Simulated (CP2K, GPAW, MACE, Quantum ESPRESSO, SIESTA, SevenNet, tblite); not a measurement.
# CP2K runs on random packing of Si37C33N30 (at. %) (97 atoms), part 2 of 2

Wanted: CP2K inputs and outputs for random packing of Si37C33N30 (at. %) (97 atoms), checked against a plane-wave reference.

Program: CP2K 2026.2; the method stands at each step. Banners, paths, timers and routine set-up lines are dropped from the logs unmarked, and long logs keep their key lines alone; longer cuts are marked.

So far. Step 2 (PBE, DZVP-MOLOPT-SR, 600/50 Ry, diagonalisation): Forces lie 4.4 % from the reference's, at 0.84 times its CPU time.

**3. PBE, SZV-MOLOPT-SR, 600/50 Ry, diagonalisation**

Method: Kohn-Sham DFT, PBE, GTH-PBE pseudopotentials, Gaussian and plane waves, SZV-MOLOPT-SR-GTH, diagonalisation.

Contents of input.inp:

```
&GLOBAL
  PROJECT cell
  RUN_TYPE ENERGY_FORCE
  PRINT_LEVEL LOW
&END GLOBAL
&FORCE_EVAL
  METHOD QS
  STRESS_TENSOR ANALYTICAL
  &DFT
    BASIS_SET_FILE_NAME BASIS_MOLOPT
    POTENTIAL_FILE_NAME GTH_POTENTIALS
    &MGRID
      CUTOFF 600
      REL_CUTOFF 50
      NGRIDS 5
    &END MGRID
    &QS
      EPS_DEFAULT 1.0E-12
    &END QS
    &SCF
      SCF_GUESS ATOMIC
      EPS_SCF 5.0E-06
      MAX_SCF 200
      ADDED_MOS 45
      &DIAGONALIZATION
        ALGORITHM STANDARD
      &END DIAGONALIZATION
      &SMEAR ON
        METHOD FERMI_DIRAC
        ELECTRONIC_TEMPERATURE [K] 580
      &END SMEAR
      &MIXING
        METHOD BROYDEN_MIXING
        ALPHA 0.15
        NBROYDEN 12
      &END MIXING
      &PRINT
        &RESTART OFF
        &END RESTART
      &END PRINT
    &END SCF
    &XC
      &XC_FUNCTIONAL PBE
      &END XC_FUNCTIONAL
    &END XC
    &PRINT
      &MULLIKEN ON
      &END MULLIKEN
      &HIRSHFELD ON
        SHAPE_FUNCTION DENSITY
      &END HIRSHFELD
      &MO ON
        EIGENVALUES T
        OCCUPATION_NUMBERS T
        MO_INDEX_RANGE 198 221
        &EACH
          QS_SCF 0
        &END EACH
        ADD_LAST NUMERIC
      &END MO
    &END PRINT
  &END DFT
  &SUBSYS
    &CELL
      A 10.17490 0.00000 0.00000
      B 0.00000 10.17490 0.00000
      C 0.00000 0.00000 10.17490
    &END CELL
    &COORD
[... 97 atom lines left out: the same atoms as in the first run ...]
    &END COORD
    &KIND Si
      BASIS_SET SZV-MOLOPT-SR-GTH-q4
      POTENTIAL GTH-PBE-q4
    &END KIND
    &KIND C
      BASIS_SET SZV-MOLOPT-SR-GTH-q4
      POTENTIAL GTH-PBE-q4
    &END KIND
    &KIND N
      BASIS_SET SZV-MOLOPT-SR-GTH-q5
      POTENTIAL GTH-PBE-q5
    &END KIND
  &END SUBSYS
  &PRINT
    &FORCES ON
    &END FORCES
    &STRESS_TENSOR ON
    &END STRESS_TENSOR
  &END PRINT
&END FORCE_EVAL
```

Command:

```
OMP_NUM_THREADS=2 cp2k.psmp -i input.inp > output.txt
```

Numbers of over 12 decimals in the logs are rounded to 6 here.

Log:

```text
CP2K| version string:                                       CP2K version 2026.2
 CP2K| Input file name                                                 input.inp
 GLOBAL| Basis set file name                                        BASIS_MOLOPT
 GLOBAL| Potential file name                                      GTH_POTENTIALS
 GLOBAL| Run type                                                   ENERGY_FORCE
 GLOBAL| Total number of message passing processes                             1
 GLOBAL| Number of threads for this process                                    2
 TOTAL NUMBERS AND MAXIMUM NUMBERS
  Total number of            - Atomic kinds:                                   3
                             - Atoms:                                         97
[... lines left out ...]
                        Smear method:                                FERMI_DIRAC
[... lines left out ...]
 Number of electrons:                                                        417
[... lines left out ...]
  Step     Update method      Time    Convergence         Total energy    Change
[... lines left out ...]
  *** SCF run converged in    29 steps ***
[... lines left out ...]
  Fermi energy:                                                 0.328262
  Total energy:                                              -596.966559
  Total energy (extrapolated to T->0):                       -596.959005
[... lines left out ...]
 MO| E(Fermi):            0.328262 a.u.          8.932451 eV
[... lines left out ...]
 !-----------------------------------------------------------------------------!
 !-----------------------------------------------------------------------------!
                           Hirshfeld Charges
  #Atom  Element  Kind  Ref Charge     Population                    Net charge
      1       Si     1       4.000          3.820                         0.180
      2       Si     1       4.000          3.805                         0.195
      3       Si     1       4.000          3.900                         0.100
[...]
96       N      3       5.000          5.062                        -0.062
     97       N      3       5.000          5.221                        -0.221
  Total Charge                                                           -0.000
 !-----------------------------------------------------------------------------!
 ENERGY| Total FORCE_EVAL ( QS ) energy [hartree]           -596.966509
 FORCES| Atomic forces [hartree/bohr]
 FORCES|   Atom     x               y               z               |f|
 FORCES|      1 -3.66276798E-02  8.36260814E-02  2.92865233E-02   9.58780937E-02
 FORCES|      2  1.04232995E-01  3.41882012E-02 -4.93923217E-02   1.20303582E-01
 FORCES|      3  8.56819370E-02 -2.75528718E-02  8.22579353E-02   1.21929992E-01
[...]
FORCES|     96 -2.48360095E-02  6.03867526E-02  3.57454590E-02   7.44387338E-02
 FORCES|     97 -2.58772110E-02  2.13228885E-02 -1.96900946E-02   3.88843857E-02
 FORCES| Sum    -4.31929882E-04 -8.32136135E-05 -9.12597144E-05
 FORCES| Total atomic force                                       4.49239651E-04
 STRESS| Analytical stress tensor [bar]
 STRESS|                        x                   y                   z
 STRESS|      x        2.33663061902E+05   1.21521687983E+04  -1.58941592449E+04
 STRESS|      y        1.21521687983E+04   2.79305388241E+05  -3.01483149657E+04
 STRESS|      z       -1.58941592449E+04  -3.01483149657E+04   2.92853663505E+05
 STRESS| 1/3 Trace                                             2.68607371216E+05
```

Run time: 2.6 min. Hardware: 2 threads of Arm Neoverse V2, shared host; peak memory 2.8 GiB; 4.7 min of CPU time.

Against the reference:

```yaml
r_m_s_force_component: 2.558 eV/Å
r_m_s_difference_of_force_components: 1185 meV/Å
longest_difference_of_force_vectors: 4284 meV/Å
force_difference_over_r_m_s_force: 66.32 %
slope_of_forces_against_the_reference_s: 1.305
correlation_of_force_components: 0.9115
pressure: 26.86 GPa
pressure_difference: 27.79 GPa
```

This is a coarse setting, run to see what it loses.

Against the first run (4.4 %), the force difference from the reference is 66 %, at 0.57 times the CPU time (on 2 against 4 cores), with 388 basis functions against 1261: the smaller basis costs accuracy.

**4. Side by side**

Differences are against the plane-wave reference, forces as r.m.s. over components; share is that over the reference's r.m.s. force, slope the least-squares factor from reference forces to these. Total energies of different programs have different zeros and aren't compared.

```csv
run,"Δ force, r.m.s. (meV/Å)",share (%),slope,Δ pressure (GPa),cores,CPU time,memory (GiB)
reference,-,-,-,-,4,9.8 min,3.8
"CP2K PBE, DZVP-MOLOPT-SR, 600/50 Ry, diagonalisation",79.0,4.42,0.996,-0.565,4,8.2 min,4.0
"CP2K PBE, SZV-MOLOPT-SR, 600/50 Ry, diagonalisation (coarse)",1185,66.3,1.305,27.8,2,4.7 min,2.8
```

Rows marked coarse were listed beforehand as settings not expected to be converged; some can still land near the reference.

CPU time is summed over cores on a shared host, where runs went side by side, so it is rough. Symmetry, cutoffs, thresholds, outputs and thread counts weren't matched or tuned between programs; memory under MPI is the largest rank's times the ranks.

A second geometry, displaced anew (every atom was moved at random, 0.06 Å r.m.s. a Cartesian component), gives an energy difference that all programs can be tested on. The reference puts it at 31.23 meV/atom.

```csv
run,energy less the first geometry's (meV/atom),error (meV/atom),force share at the second geometry (%)
"CP2K PBE, DZVP-MOLOPT-SR, 600/50 Ry, diagonalisation",30.19,-1.04,3.88
"CP2K PBE, SZV-MOLOPT-SR, 600/50 Ry, diagonalisation",29.73,-1.50,56.2
```

**5. What came out**

```json
{
 "nearest in forces": "CP2K PBE, DZVP-MOLOPT-SR, 600/50 Ry, diagonalisation, 4.4 %",
 "its CPU time": "8.2 min"
}
```

What this shows: The PBE run in local orbitals, coarse settings apart, differs by 4.4 % (CP2K PBE, DZVP-MOLOPT-SR, 600/50 Ry, diagonalisation); basis, grid and potentials can all enter. Runs with settings chosen to be coarse differ by 66 % (CP2K PBE, SZV-MOLOPT-SR, 600/50 Ry, diagonalisation), their programs' other errors included. One electronic-structure run takes under half the reference's CPU time: CP2K PBE, SZV-MOLOPT-SR, 600/50 Ry, diagonalisation, at 66 % in 4.7 min against 9.8 min, too far off to be of use; its pressure misses by +27.8 GPa. In pressure, CP2K PBE, SZV-MOLOPT-SR, 600/50 Ry, diagonalisation misses by +27.8 GPa, at the same functional. The energy difference between the two geometries, 31.2 meV/atom in the reference, is met best by CP2K PBE, DZVP-MOLOPT-SR, 600/50 Ry, diagonalisation (-1.04) and worst by CP2K PBE, SZV-MOLOPT-SR, 600/50 Ry, diagonalisation (coarse) (-1.5). The reference's pressure holds the uncorrected Pulay stress of its 60 Ry basis, so small pressure differences, and their order, may be the reference's own error. The electron count is odd in these runs, and they have no spin polarisation, so the unpaired electron is spread evenly over both spins. The reference's stress is far from hydrostatic: its diagonal is -3.0, -1.1, 1.2 GPa, compression counted positive. The electronic-structure runs sample only Γ, in a cell whose shortest periodic width is 10 Å, which is coarse for a cell with partly filled levels.

[Also dropped from logs without a mark: logging warnings of Python, and SIESTA's first energy breakdown and zero terms.]

[Logs are printed without paths, hosts, clocks, repeated set-up lines and the standing remarks that a program may print on its own settings, such as how far it seeks lower states.]

[Hosts, paths, dates, database ids (printed as entryN), source tags and the programs' standing remarks are cut or masked in the printed files.]
